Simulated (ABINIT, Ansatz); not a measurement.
**CaC2 (R-3m): one start, several treatments of the self-energy**

Aim: compare treatments of exchange, screening and correlation for the gap of CaC2 (R-3m).

Program: ABINIT 10.8.3. Level of theory: PBEsol and many-body steps on it, plane waves. Results are calculated unless marked as measured.

## 1. Set-up

It takes space group R-3m (No. 166, trigonal). Conventional cell: a = 3.889 Å, b = 3.889 Å, c = 11.862 Å, α = 90.00°, β = 90.00°, γ = 120.00°. Nearest to Ca lie 6 C at 2.62 Å. Nearest to C lie 1 C at 1.26 Å and 3 Ca at 2.62 Å. Farther neighbours are not listed.

Structure file:

```cif
data_structure
_symmetry_space_group_name_H-M 'R-3m:H'
_symmetry_Int_Tables_number 166
_cell_length_a 3.8888
_cell_length_b 3.8888
_cell_length_c 11.8616
_cell_angle_alpha 90.000
_cell_angle_beta 90.000
_cell_angle_gamma 120.000
_cell_volume 155.35
loop_
_atom_site_label
_atom_site_type_symbol
_atom_site_symmetry_multiplicity
_atom_site_Wyckoff_symbol
_atom_site_fract_x
_atom_site_fract_y
_atom_site_fract_z
_atom_site_occupancy
Ca1 Ca 3 a 0.00000 0.00000 0.00000 1
C1 C 6 c 0.66667 0.33333 0.88625 1
```

The cell and positions are those that the Materials Project relaxed with its own functionals (PBE, PBE+U or r2SCAN), kept fixed.

## 2. Empty states on the mesh, 4×4×4 mesh, 134 bands

This step: ABINIT 10.8.3; DFT, PBEsol, plane waves, norm-conserving pseudopotentials.

The sums over transitions need many empty states on a uniform mesh; this step solves for them.

Input file run.abi:

```
acell 3*1.0 Angstrom
rprim 
  1.944397984288 1.122598699617 3.953874776707
  -1.944397984288 1.122598699617 3.953874776707
  -0.000000000000 -2.245197399304 3.953874776686
ntypat 2
znucl 20 6
natom 3
typat 1 2 2
xred 
  0.000000000000 0.000000000000 0.000000000000
  0.552915000000 0.552915000000 0.552915000000
  0.447085000000 0.447085000000 0.447085000000
pp_dirpath "pseudos"
pseudos "Ca.upf, C.upf"
ecut 37
ngkpt 4 4 4
nshiftk 1
shiftk 0 0 0
kptopt 1
chksymbreak 0
irdden 1
istwfk *1
nband 134
prtvol 0
optdriver 6
gwr_task "HDIAGO"
paral_kgb 0
occopt 1
indata_prefix "in"
outdata_prefix "out"
tmpdata_prefix "tmp"
```

Command:

```sh
$ OMP_NUM_THREADS=1 mpirun -n 4 abinit run.abi > log
```

The program printed:

```text
.Version 10.8.3 of ABINIT. v10.8.2 released Aug 2026.

 Symmetries : space group R-3 m (#166); Bravais hR (rhombohedral)
[... echo of the input left out ...]
== DATASET  1 ==================================================================
-   mpi_nproc: 4, omp_nthreads: 1 (-1 if OMP is not activated)

--- !DatasetInfo
iteration_state: {dtset: 1, }
dimensions: {natom: 3, nkpt: 13, mband: 134, nsppol: 1, nspinor: 1, nspden: 1, mpw: 3777, }
cutoff_energies: {ecut:  37.0, pawecutdg:  -1.0, }
[...]
Indirect band gap semiconductor
 Fundamental gap:     2.585 (eV)
   VBM:     2.560 (eV) at k: [ 5.0000E-01,  5.0000E-01,  5.0000E-01]
   CBM:     5.145 (eV) at k: [ 5.0000E-01,  5.0000E-01,  0.0000E+00]
 Direct gap:         3.890 (eV) at k: [ 5.0000E-01,  5.0000E-01,  0.0000E+00]

== END DATASET(S) ==============================================================
================================================================================

 -outvars: echo values of variables after computation  --------
           etotal      0.0000000000E+00
            nband         134
             nkpt          13
          spgroup         166
 [... the other variables as echoed above ...]

 Calculation completed.
```

Elapsed: 3.8 min, on 4 MPI ranks of Arm Neoverse N1, shared host; peak memory 3.3 GiB.

Numbers from this step:

```yaml
gap: 2.585 eV
k_of_the_valence_top: 0.5, 0.5, 0.5
k_of_the_conduction_bottom: 0.5, 0.5, 0
least_direct_gap: 3.890 eV
k_points_computed: 13
lowest_point_of_the_top_converged_band_above_the_valence_top: 90.2000 eV
```

On this mesh the gap is 2.585 eV.

The density comes from a self-consistent run that is not shown.

## 3. Screening, 4×4×4 mesh, 56 bands, screening to 114.3 eV

The RPA dielectric matrix is built and inverted for each q.

This step: RPA screening on PBEsol, plane waves, norm-conserving pseudopotentials.

run.abi, as its differences from that of step 2:

```diff
@@ -21,10 +21,11 @@
 chksymbreak 0
-irdden 1
 istwfk *1
-nband 134
-prtvol 0
-optdriver 6
-gwr_task "HDIAGO"
-paral_kgb 0
 occopt 1
+irdwfk 1
+optdriver 3
+nband 56
+ecuteps 4.2
+inclvkb 2
+awtr 1
+symchi 1
 indata_prefix "in"
```

The program printed:

```text
.Version 10.8.3 of ABINIT. v10.8.2 released Aug 2026.

 Symmetries : space group R-3 m (#166); Bravais hR (rhombohedral)
[... echo of the input left out ...]
== DATASET  1 ==================================================================
-   mpi_nproc: 4, omp_nthreads: 1 (-1 if OMP is not activated)

--- !DatasetInfo
iteration_state: {dtset: 1, }
dimensions: {natom: 3, nkpt: 13, mband: 56, nsppol: 1, nspinor: 1, nspden: 1, mpw: 3777, }
cutoff_energies: {ecut:  37.0, pawecutdg:  -1.0, }
electrons: {nelect:   1.80000000E+01, charge:   0.00000000E+00, occopt:   1.00000000E+00, tsmear:   1.00000000E-02, }

 SCREENING: Calculation of the susceptibility and dielectric matrices

 Based on a program developped by R.W. Godby, V. Olevano, G. Onida, and L. Reining.
 Incorporated in ABINIT by V. Olevano, G.-M. Rignanese, and M. Torrent.
.Using double precision arithmetic ; gwpc =  8

[... cell and pseudopotentials left out ...]
--------------------------------------------------------------------------------

 ==== K-mesh for the wavefunctions ====
 Number of points in the irreducible wedge :    13
[... list of points left out ...]
 Together with 12 symmetry operations and time-reversal symmetry
 yields    64 points in the full Brillouin Zone.

 ==== Q-mesh for the screening function ====
 Number of points in the irreducible wedge :    13
[... list of points left out ...]
 Together with 12 symmetry operations and time-reversal symmetry
 yields    64 points in the full Brillouin Zone.

 setmesh: FFT mesh size selected  =    32x   32x   32
          total number of points  =        32768

 vcoul_init : cutoff-mode = AUXILIARY_FUNCTION
 q-points for optical limit:   1
     1)      0.000010    0.000020    0.000030

- screening: taking advantage of time-reversal symmetry
- Maximum band index for partially occupied states nbvw = 9
- Remaining bands to be divided among processors   nbcw = 47
- Number of bands treated by each node ~11

 Number of electrons calculated from density =   18.0000; Expected =   18.0000
 average of density, n =  0.051510
 r_s =    1.6673
 omega_plasma =   21.8928 [eV]

 calculating chi0 at frequencies [eV] :
  1    0.000000E+00    0.000000E+00
  2    0.000000E+00    2.189282E+01

--------------------------------------------------------------------------------
  q-point number  1        q = ( 0.000000, 0.000000, 0.000000) [r.l.u.]
--------------------------------------------------------------------------------
[... chi0 elements left out ...]
 For q-point:  0.000010 0.000020 0.000030
  dielectric constant =   3.7958
  dielectric constant without local fields =   4.7054

  Average fulfillment of the sum rule on Im[epsilon] for q-point    1 :     57.94  [%]
[... wings left out ...]
  q-point number  2        q = ( 0.250000, 0.000000, 0.000000) [r.l.u.]
--------------------------------------------------------------------------------
[... chi0 elements left out ...]
  Average fulfillment of the sum rule on Im[epsilon] for q-point    2 :     70.65  [%]

 [... 11 further q-points ...]
```

Wall time 43 s (4 MPI ranks); peak memory 0.94 GiB.

This step gave:

- ε∞ with local fields, on this mesh, along the program's q direction: 3.796
- the same without local fields: 4.705
- plasma frequency: 21.89 eV
- plane waves in the screening matrix: 139

Local fields lower ε∞ by 19 %.

## 4. G0W0, Godby-Needs plasmon pole

The self-energy is evaluated for the states that the input lists, and the levels follow from it, in one-shot runs by the linearised quasiparticle equation.

This step: G0W0 on PBEsol, plane waves, norm-conserving pseudopotentials.

run.abi, as its differences from that of step 3:

```diff
@@ -24,8 +24,19 @@
 irdwfk 1
-optdriver 3
+optdriver 4
 nband 56
+gwcalctyp 0
+ecutsigx 37
+symsigma 1
+nkptgw 3
+kptgw 
+  0.5000000000 0.5000000000 0.5000000000
+  0.5000000000 0.5000000000 0.0000000000
+  0.0000000000 0.0000000000 0.0000000000
+bdgw 
+  7 11
+  8 11
+  8 11
 ecuteps 4.2
-inclvkb 2
-awtr 1
-symchi 1
+irdscr 1
+ppmodel 1
 indata_prefix "in"
```

The program printed:

```text
.Version 10.8.3 of ABINIT. v10.8.2 released Aug 2026.

 Symmetries : space group R-3 m (#166); Bravais hR (rhombohedral)
[... echo of the input left out ...]
== DATASET  1 ==================================================================
-   mpi_nproc: 4, omp_nthreads: 1 (-1 if OMP is not activated)

--- !DatasetInfo
iteration_state: {dtset: 1, }
dimensions: {natom: 3, nkpt: 13, mband: 56, nsppol: 1, nspinor: 1, nspden: 1, mpw: 3777, }
cutoff_energies: {ecut:  37.0, pawecutdg:  -1.0, }
electrons: {nelect:   1.80000000E+01, charge:   0.00000000E+00, occopt:   1.00000000E+00, tsmear:   1.00000000E-02, }

 SIGMA: Calculation of the GW corrections

 Based on a program developped by R.W. Godby, V. Olevano, G. Onida, and L. Reining.
 Incorporated in ABINIT by V. Olevano, G.-M. Rignanese, and M. Torrent.
.Using double precision arithmetic ; gwpc =  8

[... cell and pseudopotentials left out ...]
--------------------------------------------------------------------------------

 ==== K-mesh for the wavefunctions ====
 Number of points in the irreducible wedge :    13
[... list of points left out ...]
 Together with 12 symmetry operations and time-reversal symmetry
 yields    64 points in the full Brillouin Zone.

 ==== Q-mesh for screening function ====
 Number of points in the irreducible wedge :    13
[... list of points left out ...]
 Together with 12 symmetry operations and time-reversal symmetry
 yields    64 points in the full Brillouin Zone.

 vcoul_init : cutoff-mode = AUXILIARY_FUNCTION
 q-points for optical limit:   1
     1)      0.000010    0.000020    0.000030
 setmesh: FFT mesh size selected  =    48x   48x   48
          total number of points  =       110592

 Number of electrons calculated from density =   18.0000; Expected =   18.0000
 average of density, n =  0.051510
 r_s =    1.6673
 omega_plasma =   21.8928 [eV]

 === KS Band Gaps ===
  >>>> For spin  1
   Minimum direct gap =   3.8903 [eV], located at k-point      :   0.5000  0.5000  0.0000
   Fundamental gap    =   2.5851 [eV], Top of valence bands at :   0.5000  0.5000  0.5000
                                       Bottom of conduction at :   0.5000  0.5000  0.0000
 SIGMA fundamental parameters:
 PLASMON POLE MODEL  1
 number of plane-waves for SigmaX                 3777
 number of plane-waves for SigmaC and W            139
 number of plane-waves for wavefunctions          3777
 number of bands                                    56
 number of independent spin polarizations            1
 number of spinorial components                      1
 number of k-points in IBZ                          13
 number of q-points in IBZ                          13
 number of symmetry operations                      12
 number of k-points in BZ                           64
 number of q-points in BZ                           64
 number of frequencies for dSigma/dE                 9
 frequency step for dSigma/dE [eV]                0.25
 number of omega for Sigma on real axis              0
 max omega for Sigma on real axis  [eV]           0.00
 zcut for avoiding poles [eV]                     0.10

 EPSILON^-1 parameters (SCR file):
 dimension of the eps^-1 matrix on file            139
 dimension of the eps^-1 matrix used               139
 number of plane-waves for wavefunctions          3777
 number of bands                                    56
 number of q-points in IBZ                          13
 number of frequencies                               2
 number of real frequencies                          1
 number of imag frequencies                          1

 matrix elements of self-energy operator (all in [eV])

 Perturbative Calculation

--- !SelfEnergy_ee
iteration_state: {dtset: 1, }
kpoint     : [   0.500,    0.500,    0.500, ]
spin       : 1
KS_gap     :    5.544
QP_gap     :    6.733
Delta_QP_KS:    1.189
data: !SigmaeeData |
     Band     E0 <VxcDFT>   SigX SigC(E0)      Z dSigC/dE  Sig(E)    E-E0       E
        7   1.052 -13.415 -16.390   2.117   0.784  -0.276 -14.088  -0.673   0.379
        8   1.052 -13.415 -16.390   2.117   0.784  -0.276 -14.088  -0.673   0.379
        9   2.560 -14.924 -18.845   3.216   0.777  -0.286 -15.472  -0.549   2.012
       10   8.104  -8.203  -3.942  -3.493   0.834  -0.199  -7.563   0.640   8.744
       11   8.246 -14.001  -6.893  -4.257   0.810  -0.235 -11.692   2.309  10.555

--- !SelfEnergy_ee
iteration_state: {dtset: 1, }
kpoint     : [   0.500,    0.500,    0.000, ]
spin       : 1
KS_gap     :    3.890
QP_gap     :    5.955
Delta_QP_KS:    2.065
data: !SigmaeeData |
     Band     E0 <VxcDFT>   SigX SigC(E0)      Z dSigC/dE  Sig(E)    E-E0       E
        8   1.231 -13.450 -16.535   2.115   0.785  -0.274 -14.211  -0.762   0.469
[...]
--- !SelfEnergy_ee
iteration_state: {dtset: 1, }
kpoint     : [   0.000,    0.000,    0.000, ]
spin       : 1
KS_gap     :    3.898
QP_gap     :    6.411
Delta_QP_KS:    2.513
data: !SigmaeeData |
     Band     E0 <VxcDFT>   SigX SigC(E0)      Z dSigC/dE  Sig(E)    E-E0       E
[...]
9   1.731 -13.847 -16.648   1.954   0.785  -0.273 -14.513  -0.666   1.066
       10   5.629 -12.960  -7.505  -3.172   0.809  -0.236 -11.113   1.847   7.477
       11   5.629 -12.960  -7.505  -3.172   0.809  -0.236 -11.113   1.847   7.477

== END DATASET(S) ==============================================================
================================================================================

 -outvars: echo values of variables after computation  --------
           etotal      0.0000000000E+00
            nband          56
             nkpt          13
          spgroup         166
 [... the other variables as echoed above ...]

 Calculation completed.
```

Elapsed: 12 s, on 4 MPI ranks; peak memory 0.82 GiB.

Numbers from this step:

```
G0W0 gap on the points computed              : 4.575 eV
starting gap on the mesh                     : 2.585 eV
k of the valence top                         : 0.5, 0.5, 0.5
k of the conduction bottom                   : 0.5, 0.5, 0
Z at the valence top                         : 0.777
Z at the conduction bottom                   : 0.815
least direct G0W0 gap on the computed points : 5.955 eV
```

The gap on the mesh goes from 2.59 eV to 4.57 eV, a correction of +1.99 eV.

## 5. G0W0, von der Linden-Horsch plasmon pole

run.abi, as its differences from that of step 4:

```diff
@@ -40,3 +40,3 @@
 irdscr 1
-ppmodel 1
+ppmodel 3
 indata_prefix "in"
```

The program printed:

```text
.Version 10.8.3 of ABINIT. v10.8.2 released Aug 2026.

 Symmetries : space group R-3 m (#166); Bravais hR (rhombohedral)
[... echo of the input left out ...]
== DATASET  1 ==================================================================
-   mpi_nproc: 4, omp_nthreads: 1 (-1 if OMP is not activated)

--- !DatasetInfo
iteration_state: {dtset: 1, }
dimensions: {natom: 3, nkpt: 13, mband: 56, nsppol: 1, nspinor: 1, nspden: 1, mpw: 3777, }
cutoff_energies: {ecut:  37.0, pawecutdg:  -1.0, }
electrons: {nelect:   1.80000000E+01, charge:   0.00000000E+00, occopt:   1.00000000E+00, tsmear:   1.00000000E-02, }

 SIGMA: Calculation of the GW corrections

 Based on a program developped by R.W. Godby, V. Olevano, G. Onida, and L. Reining.
 Incorporated in ABINIT by V. Olevano, G.-M. Rignanese, and M. Torrent.
.Using double precision arithmetic ; gwpc =  8

[... cell and pseudopotentials left out ...]
--------------------------------------------------------------------------------

 ==== K-mesh for the wavefunctions ====
 Number of points in the irreducible wedge :    13
[... list of points left out ...]
 Together with 12 symmetry operations and time-reversal symmetry
 yields    64 points in the full Brillouin Zone.

 ==== Q-mesh for screening function ====
 Number of points in the irreducible wedge :    13
[... list of points left out ...]
 Together with 12 symmetry operations and time-reversal symmetry
 yields    64 points in the full Brillouin Zone.

 vcoul_init : cutoff-mode = AUXILIARY_FUNCTION
 q-points for optical limit:   1
     1)      0.000010    0.000020    0.000030
 setmesh: FFT mesh size selected  =    48x   48x   48
          total number of points  =       110592

 Number of electrons calculated from density =   18.0000; Expected =   18.0000
[...]
number of plane-waves for wavefunctions          3777
 number of bands                                    56
 number of q-points in IBZ                          13
 number of frequencies                               2
 number of real frequencies                          1
 number of imag frequencies                          1

 matrix elements of self-energy operator (all in [eV])

 Perturbative Calculation

--- !SelfEnergy_ee
iteration_state: {dtset: 1, }
kpoint     : [   0.500,    0.500,    0.500, ]
spin       : 1
KS_gap     :    5.544
QP_gap     :    6.765
Delta_QP_KS:    1.221
data: !SigmaeeData |
     Band     E0 <VxcDFT>   SigX SigC(E0)      Z dSigC/dE  Sig(E)    E-E0       E
        7   1.052 -13.415 -16.390   1.760   0.850  -0.177 -14.448  -1.033   0.019
        8   1.052 -13.415 -16.390   1.760   0.850  -0.177 -14.448  -1.033   0.019
        9   2.560 -14.924 -18.845   2.983   0.844  -0.185 -15.716  -0.792   1.768
[...]
--- !SelfEnergy_ee
iteration_state: {dtset: 1, }
kpoint     : [   0.500,    0.500,    0.000, ]
spin       : 1
KS_gap     :    3.890
QP_gap     :    6.152
Delta_QP_KS:    2.262
data: !SigmaeeData |
     Band     E0 <VxcDFT>   SigX SigC(E0)      Z dSigC/dE  Sig(E)    E-E0       E
[...]
--- !SelfEnergy_ee
iteration_state: {dtset: 1, }
kpoint     : [   0.000,    0.000,    0.000, ]
spin       : 1
KS_gap     :    3.898
QP_gap     :    6.663
Delta_QP_KS:    2.765
data: !SigmaeeData |
     Band     E0 <VxcDFT>   SigX SigC(E0)      Z dSigC/dE  Sig(E)    E-E0       E
[...]
10   5.629 -12.960  -7.505  -3.415   0.870  -0.149 -11.184   1.776   7.405
       11   5.629 -12.960  -7.505  -3.415   0.870  -0.149 -11.184   1.776   7.405

== END DATASET(S) ==============================================================
================================================================================

 -outvars: echo values of variables after computation  --------
           etotal      0.0000000000E+00
            nband          56
             nkpt          13
          spgroup         166
 [... the other variables as echoed above ...]

 Calculation completed.
```

The job ended after 8 s (4 MPI ranks; peak memory 0.71 GiB).

This step gave:

| Quantity | Value |
| --- | --- |
| G0W0 gap on the points computed | 4.678 eV |
| starting gap on the mesh | 2.585 eV |
| k of the valence top | 0.5, 0.5, 0.5 |
| k of the conduction bottom | 0.5, 0.5, 0 |
| Z at the valence top | 0.844 |
| Z at the conduction bottom | 0.876 |
| least direct G0W0 gap on the computed points | 6.151 eV |

Against G0W0 in ABINIT (4×4×4 mesh, 56 bands, screening to 114.3 eV, Godby-Needs plasmon pole), the gap moves by +0.103 eV.

## 6. G0W0, Hybertsen-Louie plasmon pole

run.abi, as its differences from that of step 5:

```diff
@@ -40,3 +40,3 @@
 irdscr 1
-ppmodel 3
+ppmodel 2
 indata_prefix "in"
```

The program printed:

```text
.Version 10.8.3 of ABINIT. v10.8.2 released Aug 2026.

 Symmetries : space group R-3 m (#166); Bravais hR (rhombohedral)
[... echo of the input left out ...]
== DATASET  1 ==================================================================
-   mpi_nproc: 4, omp_nthreads: 1 (-1 if OMP is not activated)

--- !DatasetInfo
iteration_state: {dtset: 1, }
dimensions: {natom: 3, nkpt: 13, mband: 56, nsppol: 1, nspinor: 1, nspden: 1, mpw: 3777, }
cutoff_energies: {ecut:  37.0, pawecutdg:  -1.0, }
[...]
Band     E0 <VxcDFT>   SigX SigC(E0)      Z dSigC/dE  Sig(E)    E-E0       E
[...]
10   5.629 -12.960  -7.505  -3.441   0.855  -0.170 -11.238   1.722   7.352
       11   5.629 -12.960  -7.505  -3.441   0.855  -0.170 -11.238   1.722   7.352

== END DATASET(S) ==============================================================
================================================================================

 -outvars: echo values of variables after computation  --------
           etotal      0.0000000000E+00
            nband          56
             nkpt          13
          spgroup         166
 [... the other variables as echoed above ...]

 Calculation completed.
```

The job ended after 11 s (4 MPI ranks; peak memory 0.81 GiB; 44 s of CPU time).

This step gave:

```
G0W0 gap on the points computed              : 4.748 eV
starting gap on the mesh                     : 2.585 eV
k of the valence top                         : 0.5, 0.5, 0.5
k of the conduction bottom                   : 0.5, 0.5, 0
least direct G0W0 gap on the computed points : 6.117 eV
```

Against G0W0 in ABINIT (4×4×4 mesh, 56 bands, screening to 114.3 eV, Godby-Needs plasmon pole), the gap moves by +0.173 eV.

(Continued in part 2 of 2.)

[Paths, hosts, dates, memory and timing lines, banners, echoed tables and standing remarks are left out of the program output.]

[Logs are printed without paths, hosts, clocks, repeated set-up lines and the standing remarks that a program may print on its own settings, such as how far it seeks lower states.]

[Runs of the session that timed out or met a known fault of the program may be left out.]

[No measured gap is set beside runs whose start may be inverted or whose files or cutoffs have a known fault.]

[Hosts, paths, dates, database ids (printed as entryN), source tags and the programs' standing remarks are cut or masked in the printed files.]

[G0W0 gaps are taken among the corrected bands and points alone; a level outside them can change the order at an edge.]

[Where Ansatz stands beside ABINIT at settings called matched, ABINIT's density can come from a denser mesh and the files from another edition; pairs whose starting gaps differed by over 0.03 eV were left out, so agreement reads better than it is.]
